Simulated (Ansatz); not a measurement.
G0W0 rungs for Be3N2 (R3m).

The structure is trigonal, space group R3m (No. 160). The conventional cell has a = 2.840 Å, b = 2.840 Å, c = 14.599 Å, α = 90.00°, β = 90.00°, γ = 120.00°. Be has 3 N at 1.65 Å nearest. Nearest to Be lie 4 N at 1.66 to 1.84 Å. Nearest to Be lie 4 N at 1.68 to 1.78 Å. Nearest to N lie 5 Be at 1.65 to 1.68 Å. Nearest to N lie 6 Be at 1.78 to 1.84 Å. Farther neighbours and most contacts between anions are not listed.

```
Be N
1.0
     1.41981    0.81972    4.86622
    -1.41981    0.81972    4.86622
     0.00000   -1.63945    4.86622
Be N
3 2
Direct
  0.85900 0.85900 0.85900
  0.31769 0.31769 0.31769
  0.08881 0.08881 0.08881
  0.20416 0.20416 0.20416
  0.70843 0.70843 0.70843
```

The cell and positions are those that the Materials Project relaxed with its own functionals (PBE, PBE+U or r2SCAN), kept fixed.

Runs so far (Ansatz 0.2.0, start LDA, PAW set soft_1 files, 8×8×8 mesh). Times are wall times on 1 × NVIDIA H100 80GB HBM3 (shared by 6 runs) with 2 threads of AMD EPYC 7R13 (Zen 3), shared host, good to a factor of about two.

| bands summed | cutoff (eV) | gap on the mesh (eV) | time |
| --- | --- | --- | --- |
| 52 | 69 | 3.863 | 47 s |
| 133 | 138 | 4.183 | 52 s |

**Question.** What should the next rung give, with 277 bands and screening to 230 eV, and where is the limit?

The error falls about as one over the bands when the cutoff rises with them. A line through the two highest rungs given predicts 4.290 eV; the run gave 4.355 eV, a miss of 0.064 eV, so the law fails here: the steps don't follow it yet. The two highest rungs put the limit near 4.513 eV, the pair below near 4.389 eV; neither can be trusted until a further rung is run.

Gaps are over the mesh's points; an edge off the mesh would be missed. Limits: not at the basis limit.

[Paths, hosts, dates, memory and timing lines, banners, echoed tables and standing remarks are left out of the program output.]

[Logs are printed without paths, hosts, clocks, repeated set-up lines and the standing remarks that a program may print on its own settings, such as how far it seeks lower states.]

[Runs of the session that timed out or met a known fault of the program may be left out.]

[Cells called generated may have been cut or substituted from an entry of the Crystallography Open Database or the Materials Project.]

[Hosts, paths, dates, database ids (printed as entryN), source tags and the programs' standing remarks are cut or masked in the printed files.]
